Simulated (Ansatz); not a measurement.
# Na2LiBF6: complex band structure

Aim: relax a made-up compound, Na2LiBF6, and see how good a tunnel barrier it would be. It is built by putting B for Ga, Na for Rb in the Rb2LiGaF6 structure of space group Fm-3m, with the volume rescaled by atomic radii. The parent structure comes from the Materials Project.

Method: PBE DFT, plane waves, PAW files, in the first sound run; inputs show where later runs differ, in Ansatz 0.2.0.

The structure was built from a prototype and need not be the compound's stable phase.

## (1) The starting structure

It takes space group Fm-3m (No. 225, cubic). The conventional cell has a = 7.474 Å, b = 7.474 Å, c = 7.474 Å, α = 90.00°, β = 90.00°, γ = 90.00°. Na has 12 F at 2.65 Å and 4 Li at 3.24 Å and 4 B at 3.24 Å nearest. Nearest to Li lie 6 F at 1.99 Å. Nearest to B lie 6 F at 1.75 Å and 8 Na at 3.24 Å. F has 1 B at 1.75 Å and 1 Li at 1.99 Å and 4 Na at 2.65 Å nearest. It derives from Rb2LiGaF6. B for Ga, Na for Rb in the Rb2LiGaF6 structure of space group Fm-3m. Farther neighbours and most contacts between anions are not listed.

## (2) Relaxing the new crystal

The substituted atoms don't fit the parent's cell, so cell and atoms relax together. A small smearing keeps the run stable in case the gap closes on the way.

File input.yaml:

```yaml
crystal:
  lattice:
    - [0.0, 3.7370444864, 3.7370444864]
    - [3.7370444864, 0.0, 3.7370444864]
    - [3.7370444864, 3.7370444864, 0.0]
  atoms:
    - { symbol: Na, position: [0.25, 0.25, 0.25] }
    - { symbol: Na, position: [0.75, 0.75, 0.75] }
    - { symbol: Li, position: [0.5, 0.5, 0.5] }
    - { symbol: B, position: [0.0, 0.0, 0.0] }
    - { symbol: F, position: [0.233795, 0.233795, 0.766205] }
    - { symbol: F, position: [0.233795, 0.766205, 0.766205] }
    - { symbol: F, position: [0.766205, 0.766205, 0.233795] }
    - { symbol: F, position: [0.233795, 0.766205, 0.233795] }
    - { symbol: F, position: [0.766205, 0.233795, 0.766205] }
    - { symbol: F, position: [0.766205, 0.233795, 0.233795] }
kpoints:
  mp_grid: { grid: [6, 6, 6] }
scf:
  occupations: { method: gaussian, width: 0.03 }
hamiltonian:
  xc: pbe
output:
  forces: true
  stress: true
relax:
  f_tol: 0.02
  max_steps: 60
  cell: {}
```

Started as:

```sh
$ ansatz run input.yaml --threads 2 --pin off --max-ram 4096MiB --backend cpu --events-out ev --progress --plain --runs-dir out
```

Numbers of over 12 decimals in the logs are rounded to 6 here.

Output:

```text
Engine: ansatz 0.2.0, x86_64-unknown-linux-gnu
Pseudopotentials: kind: paw
Pseudopotential: Na, paw, valence charge 9, recommended cutoff 420 eV (normal), Na.paw.azcp
Pseudopotential: Li, paw, valence charge 3, recommended cutoff 420 eV (normal), Li.paw.azcp
Pseudopotential: B, paw, valence charge 3, recommended cutoff 420 eV (normal), B.paw.azcp
Pseudopotential: F, paw, valence charge 7, recommended cutoff 420 eV (normal), F.paw.azcp
Functional definition: PBE
  parameter kappa = 0.804
  parameter beta = 0.066725
  exchange = pbe_x(kappa = kappa, mu = beta*pi^2/3)
  correlation = pbe_c(beta = beta)
Crystal: 10 atoms, lattice volume = 104.379 Å³
Basis set: ecut = 420 eV, 2085 PW (Γ), exchange–correlation on 72×72×72 points (8 copies of the dense FFT grid, shifted against one another)
Bands: 43, of which v1, the nominal top of the filled ones, is band 33 counted from 1 (32 counted from 0)
Symmetry: 48 space group operations
Space group: Fm-3m (ITA 225), of the structure as read, at distance tolerance 4.7e-5 Å
k-points: 16 of 216
Non-local potential: Na, projectors of the file, l = 0: 3, l = 1: 2, l = 2: 1
Non-local potential: Li, projectors of the file, l = 0: 3, l = 1: 2, l = 2: 1
Non-local potential: B, projectors of the file, l = 0: 2, l = 1: 2, l = 2: 1
Non-local potential: F, projectors of the file, l = 0: 2, l = 1: 2, l = 2: 1
PAW form: soft (Blöchl's): semilocal exchange-correlation on the pseudo side does not see the compensation charge
PAW one-centre angular grid: Na, 110 points (default); XC on 64 Gauss nodes
PAW one-centre angular grid: Li, 110 points (default); XC on 64 Gauss nodes
PAW one-centre angular grid: B, 110 points (default); XC on 64 Gauss nodes
PAW one-centre angular grid: F, 110 points (default); XC on 64 Gauss nodes
Initial density: superposition of atomic densities (neutral atoms: chi_scale 0, normalization atom), corrected by the library's trained network
Initial wavefunctions: pseudopotential atomic-orbital guess
Functional: x = pbe(κ = 0.804, μ = 0.219515), c = pbe(β = 0.066725)
SCF iter   1: F=—  HF=-8192.219491 eV  |F-HF|=—  |Δ(HF+E_count)|=         —  Δρ=1.32e-3  dr2=1.27e-3  ethr=1.77e-3  ⟨swp⟩=6.0  Hψ=2837  notcnv=0  defer=6
preconditioner: auto → Resta (q_TF=auto, 2.528 Å⁻¹)  ε∞=2.9  [insulator: Δε(μ)=6.252 eV  Ē_g=20.673 eV  σ=0.030 eV  W_gap=1.00  n_scr=26 (ndim 8)  ℏωp=28.2 eV  f_vac=0.057  D(μ)=0.00/eV (n_scr^D=0)  ε∞_Penn≈2.9]
SCF iter   2: F=—  HF=-8192.219847 eV  |F-HF|=—  |Δ(HF+E_count)|=   3.56e-4  Δρ=6.69e-4  dr2=3.22e-4  ethr=1.93e-6  ⟨swp⟩=2.4  Hψ=1248  notcnv=0  defer=42
SCF iter   3: F=—  HF=-8192.220119 eV  |F-HF|=—  |Δ(HF+E_count)|=   2.72e-4  Δρ=1.23e-4  dr2=1.99e-5  ethr=4.88e-7  ⟨swp⟩=2.4  Hψ=1035  notcnv=0  defer=42
SCF iter   4: F=—  HF=-8192.219937 eV  |F-HF|=—  |Δ(HF+E_count)|=   1.82e-4  Δρ=3.14e-5  dr2=1.34e-6  ethr=3.02e-8  ⟨swp⟩=2.0  Hψ=1013  notcnv=0  defer=42
SCF iter   5: F=—  HF=-8192.219937 eV  |F-HF|=—  |Δ(HF+E_count)|=   1.52e-7  Δρ=2.21e-5  dr2=2.87e-7  ethr=2.04e-9  ⟨swp⟩=2.0  Hψ=1171  notcnv=0  defer=42
SCF iter   6: F=-8192.219937 eV  HF=-8192.219937 eV  |F-HF|=2.30e-8  |Δ(HF+E_count)|=   6.09e-8  Δρ=7.87e-6  dr2=4.00e-8  ethr=1.52e-10  ⟨swp⟩=4.0  Hψ=2053  notcnv=0
SCF 1 converged in 6 iterations: F = -8192.219937 eV  dr2 = 4.00e-8
  greatest PAW one-centre occupation: 1.000 electrons in one spin orbital (limit 2), on the Li atom at site 2 (counted from 0), in its partial waves of l = 0
relax step   1: F+E_penalty+E_count = -8192.21993656 eV  Δ(F+E_penalty+E_count) = +0.000e0 eV  max|allowed force component| = 1.802e0 eV/Å  Δτ_max = 0.0000 Å  P = -9.347 GPa  Ω = 104.379 Å³  (6 SCF iters, dr2 threshold 1.00e-7 eV, accepted)
Crystal: 10 atoms, lattice volume = 100.322 Å³
Basis set: ecut = 420 eV, 1917 PW (Γ), exchange–correlation on 72×72×72 points (8 copies of the dense FFT grid, shifted against one another)
Initial density: handed on by an earlier stage of this run
Initial wavefunctions: those handed on with the density
iter 1 solved again at ethr=6.08e-5 eV; its pass at ethr=3.10e-3 eV (dr2=4.01e-2 eV) is discarded
SCF iter   1: F=—  HF=-8192.767576 eV  |F-HF|=—  |Δ(HF+E_count)|=         —  Δρ=1.45e-2  dr2=3.97e-2  ethr=6.08e-5  ⟨swp⟩=2.6  Hψ=3024  notcnv=0
preconditioner: auto → Resta (q_TF=auto, 2.544 Å⁻¹)  ε∞=2.8  [insulator: Δε(μ)=6.813 eV  Ē_g=21.392 eV  σ=0.030 eV  W_gap=1.00  n_scr=26 (ndim 8)  ℏωp=28.7 eV  f_vac=0.045  D(μ)=0.00/eV (n_scr^D=0)  ε∞_Penn≈2.8]
SCF iter   2: F=—  HF=-8192.762385 eV  |F-HF|=—  |Δ(HF+E_count)|=   5.19e-3  Δρ=6.63e-3  dr2=7.48e-3  ethr=6.01e-5  ⟨swp⟩=2.1  Hψ=1091  notcnv=0
SCF iter   3: F=—  HF=-8192.762684 eV  |F-HF|=—  |Δ(HF+E_count)|=   2.99e-4  Δρ=2.11e-3  dr2=1.22e-3  ethr=1.13e-5  ⟨swp⟩=2.0  Hψ=1106  notcnv=0
SCF iter   4: F=—  HF=-8192.762608 eV  |F-HF|=—  |Δ(HF+E_count)|=   7.55e-5  Δρ=2.45e-4  dr2=4.70e-5  ethr=1.84e-6  ⟨swp⟩=2.0  Hψ=912  notcnv=0
SCF iter   5: F=—  HF=-8192.762643 eV  |F-HF|=—  |Δ(HF+E_count)|=   3.46e-5  Δρ=9.57e-5  dr2=4.41e-6  ethr=7.12e-8  ⟨swp⟩=2.2  Hψ=1008  notcnv=0
SCF iter   6: F=-8192.762644 eV  HF=-8192.762644 eV  |F-HF|=3.31e-8  |Δ(HF+E_count)|=   1.07e-6  Δρ=1.02e-5  dr2=6.81e-8  ethr=1.52e-9  ⟨swp⟩=4.0  Hψ=2017  notcnv=0
SCF 2 converged in 6 iterations: F = -8192.762644 eV  dr2 = 6.81e-8
relax step   2: F+E_penalty+E_count = -8192.76264378 eV  Δ(F+E_penalty+E_count) = -5.427e-1 eV  max|allowed force component| = 8.323e-1 eV/Å  Δτ_max = 0.0434 Å  P = -4.273 GPa  Ω = 100.322 Å³  energy of the carried Pulay correction = +1.833e-2 eV  (6 SCF iters, dr2 threshold 1.00e-6 eV, accepted)
Crystal: 10 atoms, lattice volume = 97.172 Å³
iter 1 solved again at ethr=4.49e-5 eV; its pass at ethr=3.10e-3 eV (dr2=2.97e-2 eV) is discarded
SCF iter   1: F=—  HF=-8192.879960 eV  |F-HF|=—  |Δ(HF+E_count)|=         —  Δρ=1.25e-2  dr2=2.93e-2  ethr=4.49e-5  ⟨swp⟩=2.5  Hψ=3027  notcnv=0
preconditioner: auto → Resta (q_TF=auto, 2.558 Å⁻¹)  ε∞=2.8  [insulator: Δε(μ)=7.062 eV  Ē_g=21.974 eV  σ=0.030 eV  W_gap=1.00  n_scr=26 (ndim 8)  ℏωp=29.2 eV  f_vac=0.042  D(μ)=0.00/eV (n_scr^D=0)  ε∞_Penn≈2.8]
SCF iter   2: F=—  HF=-8192.875456 eV  |F-HF|=—  |Δ(HF+E_count)|=   4.50e-3  Δρ=5.59e-3  dr2=5.18e-3  ethr=4.45e-5  ⟨swp⟩=2.1  Hψ=1101  notcnv=0
SCF iter   3: F=—  HF=-8192.875618 eV  |F-HF|=—  |Δ(HF+E_count)|=   1.61e-4  Δρ=1.76e-3  dr2=8.07e-4  ethr=7.84e-6  ⟨swp⟩=2.0  Hψ=1093  notcnv=0
SCF iter   4: F=—  HF=-8192.875721 eV  |F-HF|=—  |Δ(HF+E_count)|=   1.04e-4  Δρ=2.05e-4  dr2=2.89e-5  ethr=1.22e-6  ⟨swp⟩=3.0  Hψ=1344  notcnv=0
SCF iter   5: F=—  HF=-8192.875725 eV  |F-HF|=—  |Δ(HF+E_count)|=   3.59e-6  Δρ=6.83e-5  dr2=2.17e-6  ethr=4.38e-8  ⟨swp⟩=2.2  Hψ=959  notcnv=0
SCF iter   6: F=-8192.875725 eV  HF=-8192.875725 eV  |F-HF|=9.33e-9  |Δ(HF+E_count)|=   6.78e-7  Δρ=9.22e-6  dr2=4.94e-8  ethr=1.52e-9  ⟨swp⟩=3.9  Hψ=1897  notcnv=0
SCF 3 converged in 6 iterations: F = -8192.875725 eV  dr2 = 4.94e-8
relax step   3: F+E_penalty+E_count = -8192.87572545 eV  Δ(F+E_penalty+E_count) = -1.131e-1 eV  max|allowed force component| = 2.544e-1 eV/Å  Δτ_max = 0.0365 Å  P = +1.414 GPa  Ω = 97.172 Å³  energy of the carried Pulay correction = +3.307e-2 eV  (6 SCF iters, dr2 threshold 1.00e-6 eV, accepted)
[...]
relax step   4: F+E_penalty+E_count = -8192.88111250 eV  Δ(F+E_penalty+E_count) = -5.387e-3 eV  max|allowed force component| = 6.198e-3 eV/Å  Δτ_max = 0.0078 Å  P = +0.018 GPa  Ω = 97.884 Å³  energy of the carried Pulay correction = +2.969e-2 eV  (5 SCF iters, dr2 threshold 1.00e-6 eV, accepted)
[...]
relax step   5: F+E_penalty+E_count = -8192.86303133 eV  Δ(F+E_penalty+E_count) = +1.808e-2 eV  max|allowed force component| = 8.517e-3 eV/Å  Δτ_max = 0.0000 Å  P = -0.479 GPa  Ω = 97.884 Å³  stress off target by 4.79e-1 GPa  SCF on the basis re-selected at this cell (its energy is not comparable with the rows above)  (6 SCF iters)
[...]
relax step   6: F+E_penalty+E_count = -8192.86548396 eV  Δ(F+E_penalty+E_count) = -2.453e-3 eV  max|allowed force component| = 5.959e-3 eV/Å  Δτ_max = 0.0008 Å  P = -0.156 GPa  Ω = 97.497 Å³  energy of the carried Pulay correction = +1.691e-3 eV  (4 SCF iters, dr2 threshold 5.73e-7 eV, accepted)
[...]
relax step   7: F+E_penalty+E_count = -8192.86665353 eV  Δ(F+E_penalty+E_count) = -1.170e-3 eV  max|allowed force component| = 1.150e-4 eV/Å  Δτ_max = 0.0011 Å  P = -0.006 GPa  Ω = 97.259 Å³  energy of the carried Pulay correction = +2.720e-3 eV  (5 SCF iters, dr2 threshold 6.06e-8 eV, accepted)
iter 1 solved again at ethr=1.44e-7 eV; its pass at ethr=3.10e-3 eV (dr2=9.48e-5 eV) is discarded
SCF iter   1: F=—  HF=-8192.864330 eV  |F-HF|=—  |Δ(HF+E_count)|=         —  Δρ=6.41e-5  dr2=6.25e-7  ethr=1.44e-7  ⟨swp⟩=3.0  Hψ=4301  notcnv=0
preconditioner: auto → Resta (q_TF=auto, 2.558 Å⁻¹)  ε∞=2.8  [insulator: Δε(μ)=7.043 eV  Ē_g=21.870 eV  σ=0.030 eV  W_gap=1.00  n_scr=26 (ndim 8)  ℏωp=29.2 eV  f_vac=0.046  D(μ)=0.00/eV (n_scr^D=0)  ε∞_Penn≈2.8]
SCF iter   2: F=—  HF=-8192.864442 eV  |F-HF|=—  |Δ(HF+E_count)|=   1.12e-4  Δρ=2.66e-5  dr2=1.49e-7  ethr=9.47e-10  ⟨swp⟩=2.0  Hψ=1184  notcnv=0
SCF iter   3: F=—  HF=-8192.864442 eV  |F-HF|=—  |Δ(HF+E_count)|=   8.73e-8  Δρ=1.26e-5  dr2=2.41e-8  ethr=2.25e-10  ⟨swp⟩=1.2  Hψ=693  notcnv=0
SCF iter   4: F=-8192.864442 eV  HF=-8192.864442 eV  |F-HF|=7.28e-11  |Δ(HF+E_count)|=   2.79e-8  Δρ=3.89e-7  dr2=6.19e-11  ethr=1.00e-12  ⟨swp⟩=3.2  Hψ=3030  notcnv=0
SCF 8 converged in 4 iterations: F = -8192.864442 eV  dr2 = 6.19e-11
relax step   8: F+E_penalty+E_count = -8192.86444206 eV  Δ(F+E_penalty+E_count) = +2.211e-3 eV  max|allowed force component| = 4.496e-4 eV/Å  Δτ_max = 0.0000 Å  P = -0.041 GPa  Ω = 97.259 Å³  stress off target by 4.14e-2 GPa  SCF on the basis re-selected at this cell (its energy is not comparable with the rows above)  (4 SCF iters)
basis re-selected at this cell: Δ(F+E_penalty+E_count) = +2.211e-3 eV, ΔP = -0.035 GPa vs the last step (what re-selecting the basis moved, of the pressure what is left beyond the Pulay correction that the steps carried, after the strain that the cell walked since its last selection, with what the two solves' SCF thresholds leave and, on support functions, any second-order correction that the steps lacked; it is no m [...]
SCF converged after 4 iterations
Free energy (F): -8192.864442 eV
Harris-Foulkes:  -8192.864442 eV  (|F-HF|=7.28e-11)
Internal energy: -8192.864442 eV  (E = F + TS)
E sigma→0 (E₀):  -8192.864442 eV
Fermi energy:    5.821957 eV
--- Per-component energies (eV) ---
  E_band       = -693.190826
  E_kinetic    = 1554.836164
  E_local      = -5643.850955  (includes V_loc(G=0)·N_el)
  E_nonlocal   = 647.346964
  E_hartree    = 2004.831631
  E_xc         = -601.801393
  E_vxc        = -768.969796  (∫ρ·V_xc dr)
  E_paw        = -1829.608778  (= ΣΔE_a)
  E_vpaw       = -492.228467  (= ΣTr[D̂ρ^β])
  E_aug_tail   = 0.012327  (compensation charges beyond the density's cutoff)
  E_ewald      = -4324.630403
  E_smearing   = -0.000000  (= −TS)
  E_closure    = -0.000000  (closes the sum)
  Σ components = -8192.864442   (vs F -8192.864442, Δ=0.00e0)
--- Forces (eV/Å), atoms counted from 1 ---
  atom   1  Na    -0.00000000    -0.00000000    -0.00000000
  atom   2  Na     0.00000000     0.00000000    -0.00000000
  atom   3  Li     0.00000000    -0.00000000    -0.00000000
  atom   4  B      0.00000000    -0.00000000     0.00000000
  atom   5  F      0.00000000    -0.00000000    -0.00044964
  atom   6  F      0.00044964    -0.00000000    -0.00000000
  atom   7  F     -0.00000000    -0.00000000     0.00044964
  atom   8  F      0.00000000    -0.00044964     0.00000000
  atom   9  F     -0.00000000     0.00044964    -0.00000000
  atom  10  F     -0.00044964    -0.00000000    -0.00000000
  max |Σ_I F_I| component: 1.86e-18 eV/Å
--- Stress (GPa, compression-positive) ---
       -0.041384      -0.000000      -0.000000
       -0.000000      -0.041384      -0.000000
       -0.000000      -0.000000      -0.041384
  P = ⅓ Tr σ = -0.0414 GPa (-0.414 kbar)
--- Relaxed structure (6 steps of the walk, 6 accepted, 2 SCFs on fresh bases) ---
  F+E_penalty+E_count = -8192.86444206 eV   max|allowed force component| = 4.496e-4 eV/Å   (the final SCF, on the basis selected at the relaxed cell)
  cell:  # Å, volume = 97.2587 Å³
    - [0, 3.650056, 3.650056]
    - [3.650056, 0, 3.650056]
    - [3.650056, 3.650056, 0]
  atoms:
    - { symbol: Na, position: [0.25, 0.25, 0.25] }
    - { symbol: Na, position: [0.75, 0.75, 0.75] }
    - { symbol: Li, position: [0.5, 0.5, 0.5] }
    - { symbol: B, position: [4.641966351457372e-19, 2.785179810874414e-19, 0] }
    - { symbol: F, position: [0.224412, 0.224412, 0.775588] }
    - { symbol: F, position: [0.224412, 0.775588, 0.775588] }
    - { symbol: F, position: [0.775588, 0.775588, 0.224412] }
    - { symbol: F, position: [0.224412, 0.775588, 0.224412] }
    - { symbol: F, position: [0.775588, 0.224412, 0.775588] }
    - { symbol: F, position: [0.775588, 0.224412, 0.224412] }
```

The job ended after 14 s (2 threads of Intel Xeon Platinum 8259CL at 2.50GHz (Skylake/Cascade Lake), shared host; peak memory 0.48 GiB).

The steps of the relaxation:

```
step  energy less that of the first step (eV)  largest force component (eV/Å)  pressure (GPa)  volume (Å³)
   1                                   0.0000                          1.8021           -9.35       104.38
   2                                  -0.5427                          0.8323           -4.27       100.32
   3                                  -0.6558                          0.2545            1.41        97.17
   4                                  -0.6612                          0.0062            0.02        97.88
  5*                                  -0.6431                          0.0085           -0.48        97.88
   6                                  -0.6455                          0.0060           -0.16        97.50
   7                                  -0.6467                          0.0001           -0.01        97.26
  8*                                  -0.6445                          0.0004           -0.04        97.26
```

Relaxation steps marked * repeat the geometry before them on a plane-wave basis chosen anew for their cell, so energy and pressure can jump there.

Forces are held to the 48 operations that the run works with; a distortion that breaks them can't arise in this run.

```csv
"conventional cell, symmetrised",before,after,change
a (Å),7.474,7.300,-2.3 %
b (Å),7.474,7.300,-2.3 %
c (Å),7.474,7.300,-2.3 %
volume (Å³/atom),10.44,9.73,-6.8 %
```

The atoms that moved most (Å, as changes of fractional coordinates times the final cell):

```csv
atom,dx,dy,dz,length
F7,0.000,0.000,0.068,0.068
F6,0.068,0.000,0.000,0.068
F9,0.000,0.068,0.000,0.068
F5,0.000,0.000,-0.068,0.068
F10,-0.068,0.000,0.000,0.068
F8,0.000,-0.068,0.000,0.068
```

Final coordinates:

```cif
data_structure
_symmetry_space_group_name_H-M 'P 1'
_symmetry_Int_Tables_number 1
_cell_length_a 5.1620
_cell_length_b 5.1620
_cell_length_c 5.1620
_cell_angle_alpha 60.000
_cell_angle_beta 60.000
_cell_angle_gamma 60.000
_cell_volume 97.26
loop_
_atom_site_label
_atom_site_type_symbol
_atom_site_fract_x
_atom_site_fract_y
_atom_site_fract_z
_atom_site_occupancy
Na1 Na 0.25000 0.25000 0.25000 1
Na2 Na 0.75000 0.75000 0.75000 1
Li3 Li 0.50000 0.50000 0.50000 1
B4 B 0.00000 0.00000 0.00000 1
F5 F 0.22441 0.22441 0.77559 1
F6 F 0.22441 0.77559 0.77559 1
F7 F 0.77559 0.77559 0.22441 1
F8 F 0.22441 0.77559 0.22441 1
F9 F 0.77559 0.22441 0.77559 1
F10 F 0.77559 0.22441 0.22441 1
```

Numbers from this step:

```yaml
free_energy: -8192.8644 eV
fermi_energy: 5.822 eV
pressure: -0.04138 GPa
```

The largest force component on a free atom ends at 4.5e-4 eV/Å.

## (3) Band edges

The energy window and the wavevectors of the next steps follow from the band edges, so these are searched first, off the mesh as well.

File input.yaml:

```yaml
crystal:
  lattice:
    - [0.0, 3.6500556029, 3.6500556029]
    - [3.6500556029, 0.0, 3.6500556029]
    - [3.6500556029, 3.6500556029, 0.0]
  atoms:
    - { symbol: Na, position: [0.25, 0.25, 0.25] }
    - { symbol: Na, position: [0.75, 0.75, 0.75] }
    - { symbol: Li, position: [0.5, 0.5, 0.5] }
    - { symbol: B, position: [0.0, 0.0, 0.0] }
    - { symbol: F, position: [0.224411724, 0.224411724, 0.775588276] }
    - { symbol: F, position: [0.224411724, 0.775588276, 0.775588276] }
    - { symbol: F, position: [0.775588276, 0.775588276, 0.224411724] }
    - { symbol: F, position: [0.224411724, 0.775588276, 0.224411724] }
    - { symbol: F, position: [0.775588276, 0.224411724, 0.775588276] }
    - { symbol: F, position: [0.775588276, 0.224411724, 0.224411724] }
kpoints:
  mp_grid: { grid: [6, 6, 6] }
  band_path: { path: [VBM, CBM], npoints: 30 }
scf:
  occupations: { method: fixed }
hamiltonian:
  xc: pbe
output:
  eigenvalues: true
  write_potential: true
  write_density: true
  volumetric_format: npy
```

Output:

```text
[...]
Crystal: 10 atoms, lattice volume = 97.259 Å³
Basis set: ecut = 420 eV, 1917 PW (Γ)
Bands: 43, of which v1, the nominal top of the filled ones, is band 33 counted from 1 (32 counted from 0)
Symmetry: 48 space group operations
[...]
k-points: 16 of 216
[...]
SCF iter   1: F=—  HF=-8192.864376 eV  |F-HF|=—  |Δ(HF+E_count)|=         —  Δρ=1.63e-3  dr2=1.81e-3  ethr=1.77e-3  ⟨swp⟩=4.8  Hψ=2527  notcnv=0  defer=125
[...]
SCF iter   6: F=-8192.864531 eV  HF=-8192.864531 eV  |F-HF|=3.62e-9  |Δ(HF+E_count)|=   5.51e-8  Δρ=5.75e-6  dr2=2.72e-8  ethr=1.52e-10  ⟨swp⟩=8.6  Hψ=2394  notcnv=0
SCF 1 converged in 6 iterations: F = -8192.864531 eV  dr2 = 2.72e-8
[...]
NSCF: frozen V_eff on 16 k-points
[...]
SCF converged after 6 iterations
Free energy (F): -8192.864531 eV
[...]
Internal energy: -8192.864531 eV  (E = F + TS)
E sigma→0 (E₀):  -8192.864531 eV
Fermi energy:    2.300107 eV
[...]
--- Band table (eV; the first three rows and the last of 16) ---
  k-point 0: bands = [... 29 lower, 1.4918, 2.3001, 2.3001, 2.3001, 9.3435, 12.9729, 13.4788, 13.4788, ... 6 higher]
  k-point 1: bands = [... 29 lower, 1.4861, 2.2102, 2.2102, 2.2511, 9.7148, 13.0544, 13.4083, 13.7884, ... 6 higher]
  k-point 2: bands = [... 29 lower, 1.5079, 2.0571, 2.0571, 2.1357, 10.6271, 12.7848, 13.4579, 14.2600, ... 6 higher]
  k-point 15: bands = [... 29 lower, 1.3171, 1.5706, 1.8032, 2.1437, 12.7873, 12.7899, 13.3482, 13.6484, ... 6 higher]
```

It took 5.5 s on 2 threads; peak memory 0.42 GiB.

This step gave:

* free energy: -8192.8645 eV
* Fermi energy: 2.300 eV
* gap on the k-mesh: 7.043 eV
* gap on path: 7.043 eV, by band count; negative where bands overlap
* direct gap on path: 7.043 eV
* edge places on path: 0, 0 1/A along the path

Levels at VBM (eV): -7.00, -4.88, -4.88, -4.88, -3.29, -3.29, -3.29, -1.26, -1.26, -1.01, -1.01, -1.01, -0.81, -0.81, -0.81, 0.00, 0.00, 0.00, 7.04.

The searched edges give 7.04 eV, as on the mesh.

[end of part 1 of 2]

[Logs are printed without paths, hosts, clocks, repeated set-up lines and the standing remarks that a program may print on its own settings, such as how far it seeks lower states.]

[Hosts, paths, dates, database ids (printed as entryN), source tags and the programs' standing remarks are cut or masked in the printed files.]
